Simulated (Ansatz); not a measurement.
# What TlBr3 (model cell, started as ReO3 type) distorts into, part 2 of 3

Aim: this structure of TlBr3 (model cell, started as ReO3 type) is to be tested for unstable modes, and one is followed downhill.

Ansatz 0.2.0; DFT PBEsol, scalar-relativistic, plane waves, norm-conserving pseudopotentials.

So far, highest frequency on the path or at a solved wavevector (cm⁻¹): step 2 (response at finite wavevector) 158. Also lowest frequency on the path (cm⁻¹): step 2 -49.8.

The structure was built from a prototype and need not be the compound's stable phase.

## (6) Relaxation from the frozen mode

Starting from the lowest point found, all atoms and the cell are let go, so that strain and other modes of the same symmetry can join in.

The input, input.yaml:

```yaml
crystal:
  lattice:
    - [5.5180850399, 0.0, 0.0]
    - [0.0, 5.5180850399, 0.0]
    - [0.0, 0.0, 11.0361700799]
  atoms:
    - { symbol: Tl, position: [0.0, 0.0, 0.5090556268] }
    - { symbol: Tl, position: [0.0, 0.0, -0.0090556268] }
    - { symbol: Br, position: [0.5, 0.0, 0.459224985] }
    - { symbol: Br, position: [0.5, 0.0, 0.040775015] }
    - { symbol: Br, position: [0.0, 0.5, 0.459224985] }
    - { symbol: Br, position: [0.0, 0.5, 0.040775015] }
    - { symbol: Br, position: [0.0, 0.0, 0.25] }
    - { symbol: Br, position: [0.0, 0.0, 0.75] }
kpoints:
  mp_grid: { grid: [6, 6, 4] }
hamiltonian:
  xc: pbesol
  pseudopotentials: { kind: nc }
scf:
  occupations: { method: methfessel_paxton, width: 0.2 }
output:
  forces: true
  stress: true
  eigenvalues: true
  write_density: true
  write_potential: true
  elf: true
  volumetric_format: npy
relax:
  adjacent_minimum: "off"
  f_tol: 0.002
  max_steps: 120
  cell: { stress_tol: 0.03 }
```

On the command line:

```
ansatz run input.yaml --threads 4 --pin off --max-ram 7168MiB --backend cpu --events-out ev --progress --plain --runs-dir out
```

Numbers of over 12 decimals in the logs are rounded to 6 here.

The log of the run:

```text
[...]
Crystal: 8 atoms, lattice volume = 336.043 Å³
Basis set: ecut = 843.552974 eV, 18637 PW (Γ), exchange–correlation on 108×108×216 points (8 copies of the dense FFT grid, shifted against one another)
Bands: 42, of which v1, the nominal top of the filled ones, is band 34 counted from 1 (33 counted from 0)
Symmetry: 16 space group operations
[...]
k-points: 30 of 144
[...]
SCF iter   1: F=—  HF=-5873.216308 eV  |F-HF|=—  |Δ(HF+E_count)|=         —  Δρ=3.21e-2  dr2=9.70e0  ethr=3.10e-3  ⟨swp⟩=7.2  Hψ=5731  notcnv=0
[...]
SCF iter   9: F=-5871.002338 eV  HF=-5871.002338 eV  |F-HF|=3.31e-8  |Δ(HF+E_count)|=   8.78e-9  S|Δr|=    0.00e0  Δρ=3.31e-6  dr2=5.20e-8  ethr=1.47e-10  ⟨swp⟩=19.8  Hψ=13664  notcnv=0
SCF 1 converged in 9 iterations: F = -5871.002338 eV  dr2 = 5.20e-8
relax step   1: F+E_penalty+E_count = -5871.00233779 eV  Δ(F+E_penalty+E_count) = +0.000e0 eV  max|allowed force component| = 4.133e-1 eV/Å  Δτ_max = 0.0000 Å  P = -0.370 GPa  Ω = 336.043 Å³  (9 SCF iters, dr2 threshold 1.00e-7 eV, accepted)
Crystal: 8 atoms, lattice volume = 330.887 Å³
Basis set: ecut = 843.552974 eV, 18425 PW (Γ), exchange–correlation on 108×108×216 points (8 copies of the dense FFT grid, shifted against one another)
[...]
SCF iter   7: F=-5871.051067 eV  HF=-5871.051067 eV  |F-HF|=1.11e-7  |Δ(HF+E_count)|=   9.79e-7  S|Δr|=    0.00e0  Δρ=5.40e-6  dr2=1.60e-7  ethr=1.18e-9  ⟨swp⟩=12.5  Hψ=12744  notcnv=0
SCF 2 converged in 7 iterations: F = -5871.051067 eV  dr2 = 1.60e-7
relax step   2: F+E_penalty+E_count = -5871.05106691 eV  Δ(F+E_penalty+E_count) = -4.873e-2 eV  max|allowed force component| = 1.968e-1 eV/Å  Δτ_max = 0.0688 Å  P = -0.121 GPa  Ω = 330.887 Å³  energy of the carried Pulay correction = +9.653e-5 eV  (7 SCF iters, dr2 threshold 8.00e-7 eV, accepted)
Crystal: 8 atoms, lattice volume = 328.854 Å³
Basis set: ecut = 843.552974 eV, 18305 PW (Γ), exchange–correlation on 108×108×216 points (8 copies of the dense FFT grid, shifted against one another)
[...]
SCF iter   6: F=-5871.058767 eV  HF=-5871.058767 eV  |F-HF|=1.14e-7  |Δ(HF+E_count)|=   7.98e-7  S|Δr|=    0.00e0  Δρ=7.74e-6  dr2=1.99e-7  ethr=1.18e-9  ⟨swp⟩=14.9  Hψ=12880  notcnv=0
SCF 3 converged in 6 iterations: F = -5871.058767 eV  dr2 = 1.99e-7
relax step   3: F+E_penalty+E_count = -5871.05876706 eV  Δ(F+E_penalty+E_count) = -7.700e-3 eV  max|allowed force component| = 7.961e-2 eV/Å  Δτ_max = 0.0200 Å  P = -0.001 GPa  Ω = 328.854 Å³  energy of the carried Pulay correction = +1.350e-4 eV  (6 SCF iters, dr2 threshold 8.00e-7 eV, accepted)
[...]
relax step   4: F+E_penalty+E_count = -5871.06014311 eV  Δ(F+E_penalty+E_count) = -1.376e-3 eV  max|allowed force component| = 1.691e-2 eV/Å  Δτ_max = 0.0310 Å  P = -0.081 GPa  Ω = 328.849 Å³  energy of the carried Pulay correction = +1.351e-4 eV  (7 SCF iters, dr2 threshold 3.96e-7 eV, accepted)
[...]
relax step   5: F+E_penalty+E_count = -5871.06086460 eV  Δ(F+E_penalty+E_count) = -7.215e-4 eV  max|allowed force component| = 1.662e-3 eV/Å  Δτ_max = 0.0153 Å  P = +0.003 GPa  Ω = 328.103 Å³  energy of the carried Pulay correction = +1.493e-4 eV  (7 SCF iters, dr2 threshold 2.56e-8 eV, accepted)
[...]
SCF iter   5: F=-5871.060730 eV  HF=-5871.060730 eV  |F-HF|=4.55e-12  |Δ(HF+E_count)|=  4.18e-11  S|Δr|=    0.00e0  Δρ=3.91e-8  dr2=7.59e-12  ethr=1.00e-12  ⟨swp⟩=10.1  Hψ=9457  notcnv=0
SCF 6 converged in 5 iterations: F = -5871.060730 eV  dr2 = 7.59e-12
relax step   6: F+E_penalty+E_count = -5871.06072975 eV  Δ(F+E_penalty+E_count) = +1.349e-4 eV  max|allowed force component| = 1.642e-3 eV/Å  Δτ_max = 0.0000 Å  P = +0.003 GPa  Ω = 328.103 Å³  stress off target by 7.33e-3 GPa  SCF on the basis re-selected at this cell (its energy is not comparable with the rows above)  (5 SCF iters)
basis re-selected at this cell: Δ(F+E_penalty+E_count) = +1.349e-4 eV, ΔP = -0.000 GPa vs the last step (what re-selecting the basis moved, of the pressure what is left beyond the Pulay correction that the steps carried, after the strain that the cell walked since its last selection, with what the two solves' SCF thresholds leave and, on support functions, any second-order correction that the steps lacked; it is no m [...]
WARN: The input density's exchange-correlation potential varies sharply where the density is thin. Do not read a vacuum level from v_tot or v_xc, or from such a field of the output density. On a cell that repeats whose density bears no net charge and no dipole along the vacuum's axis use v_es (v_loc + v_h of the components); under efield.dipole_correction with no amplitude use v_es + v_field, which holds any external [...]
SCF converged after 5 iterations
[...]
Free energy (F): -5871.060730 eV
[...]
Internal energy: -5871.065510 eV  (E = F + TS)
E sigma→0 (E₀):  -5871.061925 eV
Entropy (-TS):   0.004780 eV (0.597 meV/atom)
Fermi energy:    0.867035 eV
[...]
--- Forces (eV/Å), atoms counted from 1 ---
  atom   1  Tl     0.00000000     0.00000000     0.00164202
  atom   2  Tl    -0.00000000     0.00000000    -0.00164202
  atom   3  Br    -0.00000000     0.00000000    -0.00020827
  atom   4  Br     0.00000000     0.00000000     0.00020827
  atom   5  Br    -0.00000000     0.00000000    -0.00020827
  atom   6  Br     0.00000000     0.00000000     0.00020827
  atom   7  Br    -0.00000000     0.00000000     0.00000000
  atom   8  Br     0.00000000     0.00000000     0.00000000
  max |Σ_I F_I| component: 1.11e-16 eV/Å
--- Stress (GPa, compression-positive) ---
        0.000978       0.000000      -0.000000
        0.000000       0.000978      -0.000000
       -0.000000      -0.000000       0.007334
  P = ⅓ Tr σ = 0.0031 GPa (0.031 kbar)
--- Band table (eV; the first three rows and the last of 30) ---
  k-point 0: bands = [... 30 lower, 0.1285, 0.1998, 0.1998, 0.2727, 0.2727, 2.2015, 5.3974, 6.8826, ... 4 higher]
  k-point 1: bands = [... 30 lower, 0.1228, 0.2007, 0.2007, 0.2504, 0.2504, 1.7569, 5.8369, 7.1986, ... 4 higher]
  k-point 2: bands = [... 30 lower, 0.1128, 0.2039, 0.2039, 0.2249, 0.2249, 1.3150, 6.3174, 6.9082, ... 4 higher]
  k-point 29: bands = [... 30 lower, 0.5604, 0.5604, 0.8046, 0.8216, 2.3561, 3.6589, 5.6714, 5.6714, ... 4 higher]
--- Relaxed structure (5 steps of the walk, 5 accepted, 1 SCFs on fresh bases) ---
  F+E_penalty+E_count = -5871.06072975 eV   max|allowed force component| = 1.642e-3 eV/Å   (the final SCF, on the basis selected at the relaxed cell)
  cell:  # Å, volume = 328.1033 Å³
    - [5.409344, 0, 0.0]
    - [0, 5.409344, 0.0]
    - [0.0, 0.0, 11.212987]
  atoms:
    - { symbol: Tl, position: [0, 0, 0.507207] }
    - { symbol: Tl, position: [0, 0, -0.00720697] }
    - { symbol: Br, position: [0.500000, 0, 0.451769] }
    - { symbol: Br, position: [0.500000, 0, 0.048231] }
    - { symbol: Br, position: [0, 0.500000, 0.451769] }
    - { symbol: Br, position: [0, 0.500000, 0.048231] }
    - { symbol: Br, position: [0, 0, 0.25] }
    - { symbol: Br, position: [0, 0, 0.750000] }
```

Elapsed: 1.8 min, on 4 threads of AMD EPYC 7R13 (Zen 3), shared host; peak memory 1.7 GiB; 6.9 min of CPU time.

The steps of the relaxation:

```
step  energy less that of the first step (eV)  largest force component (eV/Å)  pressure (GPa)  volume (Å³)
   1                                   0.0000                          0.4133           -0.37       336.04
   2                                  -0.0487                          0.1968           -0.12       330.89
   3                                  -0.0564                          0.0796            0.00       328.85
   4                                  -0.0578                          0.0169           -0.08       328.85
   5                                  -0.0585                          0.0017            0.00       328.10
  6*                                  -0.0584                          0.0016            0.00       328.10
```

Relaxation steps marked * repeat the geometry before them on a plane-wave basis chosen anew for their cell, so energy and pressure can jump there.

Forces are held to the 16 operations that the run works with; a distortion that breaks them can't arise in this run.

```
conventional cell, symmetrised  before   after  change
                         a (Å)   5.518   5.409  -2.0 %
                         b (Å)   5.518   5.409  -2.0 %
                         c (Å)  11.036  11.213  +1.6 %
              volume (Å³/atom)   42.01   41.01  -2.4 %
```

The atoms that moved most (Å, as changes of fractional coordinates times the final cell):

```
atom     dx     dy      dz  length
 Br5  0.000  0.000  -0.084   0.084
 Br6  0.000  0.000   0.084   0.084
 Br3  0.000  0.000  -0.084   0.084
 Br4  0.000  0.000   0.084   0.084
 Tl1  0.000  0.000  -0.021   0.021
 Tl2  0.000  0.000   0.021   0.021
```

This step gave:

```yaml
pressure: 0.003097 GPa
volume_per_atom: 41.01 Å³
```

Electrostatic potential energy in the ac plane at fractional y = 0.000, with atoms of Tl and Br within 0.2 Å of it. With pseudopotentials it is smooth inside the atoms' cores, unlike the true potential.

Ten even steps from '0' (-98 eV) to '9' (8 eV), each cell a mean:
```
137899888999852
578999999999976
899999999999998
899999999999998
468999999999975
027999999999850
037999999999961
689999999999987
999999999999999
789999999999988
457999999999864
036898756899851
247997200589863
788997301589987
999999766899999
899999999999999
468999999999975
027999999999850
037999999999961
789999999999987
999999988999999
899998634799998
568997200589876
137898412689852
```
Columns run along a (5.4 Å; values clipped at the 3rd and 97th percentile), rows up along c (11.2 Å). Atoms in or near the plane, at fractional coordinates: Tl at (0.00, 0.51), Tl at (0.00, 0.99), Br at (0.50, 0.45), Br at (0.50, 0.05), Br at (0.00, 0.25), Br at (0.00, 0.75).

ELF in the ac plane at fractional y = 0.000, with atoms of Tl and Br within 0.2 Å of it. It is the smooth field of the valence electrons, not physical close to the nuclei.

Values, 24 rows by 15 columns, each cell a mean:
```
0.09 0.32 0.38 0.26 0.35 0.68 0.83 0.85 0.85 0.79 0.53 0.26 0.31 0.41 0.18
0.38 0.38 0.30 0.21 0.18 0.38 0.62 0.71 0.69 0.53 0.26 0.17 0.25 0.34 0.39
0.27 0.25 0.20 0.12 0.06 0.08 0.19 0.30 0.26 0.13 0.06 0.08 0.16 0.22 0.26
0.62 0.59 0.50 0.33 0.13 0.03 0.01 0.02 0.02 0.01 0.06 0.22 0.42 0.55 0.61
0.62 0.79 0.83 0.73 0.48 0.16 0.02 0.00 0.00 0.06 0.30 0.61 0.79 0.83 0.71
0.05 0.56 0.89 0.85 0.69 0.36 0.05 0.00 0.01 0.17 0.53 0.78 0.88 0.83 0.23
0.23 0.67 0.88 0.83 0.64 0.30 0.04 0.00 0.01 0.13 0.47 0.75 0.86 0.84 0.42
0.74 0.78 0.75 0.60 0.32 0.08 0.01 0.00 0.00 0.03 0.17 0.46 0.69 0.78 0.77
0.41 0.38 0.30 0.17 0.06 0.02 0.05 0.09 0.07 0.03 0.03 0.10 0.23 0.34 0.40
0.31 0.28 0.23 0.15 0.09 0.17 0.37 0.50 0.46 0.27 0.12 0.11 0.19 0.25 0.30
0.31 0.40 0.35 0.24 0.25 0.53 0.74 0.80 0.79 0.67 0.38 0.21 0.28 0.39 0.36
0.01 0.26 0.39 0.26 0.42 0.76 0.83 0.77 0.80 0.82 0.62 0.29 0.31 0.40 0.08
0.22 0.38 0.34 0.25 0.52 0.78 0.54 0.13 0.26 0.73 0.71 0.35 0.27 0.39 0.29
0.36 0.32 0.23 0.21 0.51 0.77 0.58 0.20 0.33 0.74 0.70 0.33 0.19 0.28 0.35
0.26 0.22 0.15 0.11 0.33 0.71 0.85 0.86 0.86 0.82 0.55 0.19 0.11 0.19 0.24
0.68 0.63 0.46 0.19 0.11 0.37 0.71 0.83 0.80 0.57 0.21 0.11 0.31 0.56 0.66
0.65 0.81 0.82 0.60 0.19 0.06 0.18 0.34 0.28 0.11 0.08 0.37 0.75 0.84 0.74
0.06 0.56 0.87 0.80 0.43 0.07 0.02 0.02 0.02 0.03 0.19 0.64 0.86 0.82 0.24
0.24 0.68 0.87 0.75 0.35 0.06 0.04 0.08 0.06 0.03 0.14 0.57 0.84 0.84 0.44
0.80 0.80 0.72 0.41 0.11 0.15 0.41 0.60 0.54 0.28 0.09 0.22 0.58 0.78 0.80
0.47 0.42 0.27 0.12 0.18 0.54 0.81 0.88 0.86 0.72 0.36 0.11 0.18 0.35 0.45
0.26 0.23 0.17 0.15 0.43 0.76 0.80 0.65 0.72 0.81 0.64 0.26 0.14 0.20 0.25
0.39 0.39 0.29 0.24 0.53 0.77 0.46 0.03 0.14 0.69 0.71 0.36 0.23 0.34 0.40
0.07 0.30 0.37 0.26 0.49 0.79 0.70 0.39 0.52 0.79 0.69 0.33 0.29 0.40 0.15
```
Columns run along a (5.4 Å), rows up along c (11.2 Å). Atoms in or near the plane, at fractional coordinates: Tl at (0.00, 0.51), Tl at (0.00, 0.99), Br at (0.50, 0.45), Br at (0.50, 0.05), Br at (0.00, 0.25), Br at (0.00, 0.75).

Valence density in the ac plane at fractional y = 0.000, with atoms of Tl and Br within 0.2 Å of it. It is the smooth field of the valence electrons, not physical close to the nuclei.

Ten steps, logarithmic in the rise over the least value, from '_' (0.0 e/Å³) to '@' (4.0 e/Å³), each cell a mean:
```
%%@@##++====******++====**@@@@
@@##++--::::--------::::==**%%
++==--::................::==++
++++==::..____________..--==++
****++==::__________..::==**##
--****==::__________..--++##++
++##**==::__________..--++##**
****++--..__________..::==++**
++==--::..____________..::====
**++==::....::::::....::--++**
@@@@**==----==++====----++%%@@
**@@%%++==++**####**++==**@@@@
@@@@##++++****==++##**==++%%@@
##**==--==****++**##++====++##
====--::--++**##****==--::--==
++++--::::--======--::::--==++
####++==::............--==**##
==****==::..________..--++##++
++##**==::..______....--++##**
****++--::::::--::::::::==++**
====--::::==++**++==--::::--==
++==----==++######**++----==++
@@%%**==++****--++##**====##%%
%%@@##++++**##****##++==**@@@@
```
Columns run along a (5.4 Å), rows up along c (11.2 Å). Atoms in or near the plane, at fractional coordinates: Tl at (0.00, 0.51), Tl at (0.00, 0.99), Br at (0.50, 0.45), Br at (0.50, 0.05), Br at (0.00, 0.25), Br at (0.00, 0.75).

The distorted start has space group P4/mmm; the relaxation ends in P4/mmm.

## (7) The new phase in its own primitive cell

The relaxed structure is symmetrised, reduced to its primitive cell and relaxed tightly, as its phonons need.

The input, input.yaml:

```yaml
crystal:
  lattice:
    - [5.4093443213, 0.0, 0.0]
    - [0.0, 5.4093443213, 0.0]
    - [0.0, 0.0, 11.2129870007]
  atoms:
    - { symbol: Tl, position: [0.0, 0.0, 0.2572069721] }
    - { symbol: Tl, position: [0.0, 0.0, 0.7427930279] }
    - { symbol: Br, position: [0.5, 0.0, 0.20176881] }
    - { symbol: Br, position: [0.5, 0.0, 0.79823119] }
    - { symbol: Br, position: [0.0, 0.5, 0.20176881] }
    - { symbol: Br, position: [0.0, 0.5, 0.79823119] }
    - { symbol: Br, position: [0.0, 0.0, 0.0] }
    - { symbol: Br, position: [0.0, 0.0, 0.5] }
kpoints:
  mp_grid: { grid: [8, 8, 4] }
hamiltonian:
  xc: pbesol
  pseudopotentials: { kind: nc }
scf:
  occupations: { method: methfessel_paxton, width: 0.2 }
output:
  forces: true
  stress: true
  eigenvalues: true
relax:
  adjacent_minimum: "off"
  f_tol: 0.001
  max_steps: 60
  cell: { stress_tol: 0.01 }
```

The log of the run:

```text
[...]
Crystal: 8 atoms, lattice volume = 328.103 Å³
Basis set: ecut = 843.552974 eV, 18233 PW (Γ), exchange–correlation on 108×108×216 points (8 copies of the dense FFT grid, shifted against one another)
Bands: 42, of which v1, the nominal top of the filled ones, is band 34 counted from 1 (33 counted from 0)
Symmetry: 16 space group operations
[...]
k-points: 45 of 256
[...]
cell:  # Å, volume = 328.7235 Å³
    - [5.415130, 0, 0.0]
    - [0, 5.415130, 0.0]
    - [0.0, 0.0, 11.210192]
  atoms:
    - { symbol: Tl, position: [0, 0, 0.257043] }
    - { symbol: Tl, position: [0, 0, 0.742957] }
    - { symbol: Br, position: [0.5, 0, 0.203370] }
    - { symbol: Br, position: [0.5, 0, 0.796630] }
    - { symbol: Br, position: [0, 0.5, 0.203370] }
    - { symbol: Br, position: [0, 0.5, 0.796630] }
    - { symbol: Br, position: [0, 0, 0] }
    - { symbol: Br, position: [0, 0, 0.5] }
[key lines of the parts left out:]
SCF converged after 6 iterations
Free energy (F): -5871.072079 eV
Fermi energy:    0.812901 eV
P = ⅓ Tr σ = 0.0001 GPa (0.001 kbar)
```

Wall time 1.9 min (4 threads); peak memory 1.9 GiB; 7.2 min of CPU time.

The steps of the relaxation:

```
step  energy less that of the first step (eV)  largest force component (eV/Å)  pressure (GPa)  volume (Å³)
   1                                   0.0000                          0.0169            0.01       328.10
   2                                  -0.0004                          0.0130            0.00       328.50
   3                                  -0.0005                          0.0002            0.00       328.71
   4                                  -0.0005                          0.0005            0.00       328.72
  5*                                  -0.0005                          0.0005            0.00       328.72
```

Relaxation steps marked * repeat the geometry before them on a plane-wave basis chosen anew for their cell, so energy and pressure can jump there.

Forces are held to the 16 operations that the run works with; a distortion that breaks them can't arise in this run.

```
conventional cell, symmetrised  before   after  change
                         a (Å)   5.409   5.415  +0.1 %
                         b (Å)   5.409   5.415  +0.1 %
                         c (Å)  11.213  11.210  -0.0 %
              volume (Å³/atom)   41.01   41.09  +0.2 %
```

The atoms that moved most (Å, as changes of fractional coordinates times the final cell):

```
atom     dx     dy      dz  length
 Br4  0.000  0.000  -0.018   0.018
 Br6  0.000  0.000  -0.018   0.018
 Br3  0.000  0.000   0.018   0.018
 Br5  0.000  0.000   0.018   0.018
```

Numbers from this step:

```yaml
pressure: 6.51e-5 GPa
volume_per_atom: 41.09 Å³
```

The largest force component left is 0.49 meV/Å and the pressure is 0.000 GPa, within the tolerances set. The cell now holds 41.09 Å³/atom.

(Part 2 of 3 ends here.)

[Logs are printed without paths, hosts, clocks, repeated set-up lines and the standing remarks that a program may print on its own settings, such as how far it seeks lower states.]

[Hosts, paths, dates, database ids (printed as entryN), source tags and the programs' standing remarks are cut or masked in the printed files.]
